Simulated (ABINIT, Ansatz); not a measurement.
Records of electronic-structure calculations.

## Quasiparticle gap of VBiO4 (Clinobisvanite) in ABINIT

It takes space group C2/c (No. 15, monoclinic). Conventional cell: a = 7.247 Å, b = 11.697 Å, c = 5.090 Å, α = 90.00°, β = 134.22°, γ = 90.00°. Nearest to V lie 4 O at 1.69 to 1.77 Å. Bi has 8 O at 2.35 to 2.63 Å nearest. O has 1 V at 1.77 Å and 2 Bi at 2.35 to 2.37 Å nearest. O has 1 V at 1.69 Å and 2 Bi at 2.52 to 2.63 Å nearest. Farther neighbours, and contacts between anions beyond the nearest, are not listed.

| Quantity | Value |
| --- | --- |
| method | RPA screening on LDA, plane waves, norm-conserving pseudopotentials (and 2 further levels or steps) |
| program | ABINIT 10.8.3 |
| settings | cutoff 42 Ha, PseudoDojo scalar-relativistic 0.4.1 stringent, norm-conserving, ngkpt (2, 2, 4), nband 311, ecuteps 6.5 Ha, inclvkb 2, shiftk (0, 0, 0), symchi 1, awtr 1, frequency ppm, 2×2×4 k-mesh |
| cost | 4 runs, 44 min in all on 16 MPI ranks of Arm Neoverse N1, shared host |
| notes | The program’s warnings: nproc spkpt=  >= nkpt= * nsppol=. The cell and positions come from the Crystallography Open Database and are kept as given unless a step says otherwise. Limits: no spin polarisation; d states lean on the start; no spin-orbit coupling. Local fields lower the RPA ε∞ on this mesh from 8.52 to 7.27; a Γ-centred mesh this coarse tends to raise both, most where the direct gap is narrow, while a short band sum lowers them. The calculation has static nuclei and no excitons; a measured gap holds zero-point and thermal motion, which mostly lowers it. With atoms this heavy the missing spin-orbit coupling may be the largest error. The 2×2×4 mesh is coarse for this cell, which bears on the long-range parts of exchange and screening. The runs have no spin polarisation. For a closed low-spin shell that is the natural state; where a d or f shell is open it is a constraint, and the gap is then not the crystal’s own. |
| LDA gap | 2.22 eV, indirect (only 48 meV under the direct gap) |
| G0W0 gap on the mesh | 3.70 eV |
| G0W0 gap over the zone (rigid shift) | 3.60 eV |
| GW settings | 2×2×4 mesh, 311 bands, screening to 176.9 eV, Godby-Needs plasmon pole |
| known limits | short of the basis limit; no spin polarisation; d states lean on the start; no spin-orbit coupling; coarse k mesh |

G0W0 moves the gap on the mesh from 2.32 eV to 3.70 eV (+1.38 eV), with Z of 0.78 and 0.78 at the edges. The mesh misses the band edges by 0.10 eV in all; a rigid shift gives 3.60 eV for the zone.

[Paths, hosts, dates, memory and timing lines, banners, echoed tables and standing remarks are left out of the program output; an Ansatz launch command may be rebuilt from the run's recorded settings. Measured values are a selection of at most five: reports struck by readers or far from the other reports are left out. None is set beside runs whose start may be inverted or whose files or cutoffs have a known fault.]

[Runs of the session that timed out or met a known fault of the program may be left out.]

[Hosts, paths, dates, database ids (printed as entryN), source tags and the programs' standing remarks are cut or masked in the printed files.]

[G0W0 gaps are taken among the corrected bands and points alone; a level outside them can change the order at an edge.]

[Where Ansatz stands beside ABINIT at settings called matched, ABINIT's density can come from a denser mesh and the files from another edition; pairs whose starting gaps differed by over 0.03 eV were left out, so agreement reads better than it is.]
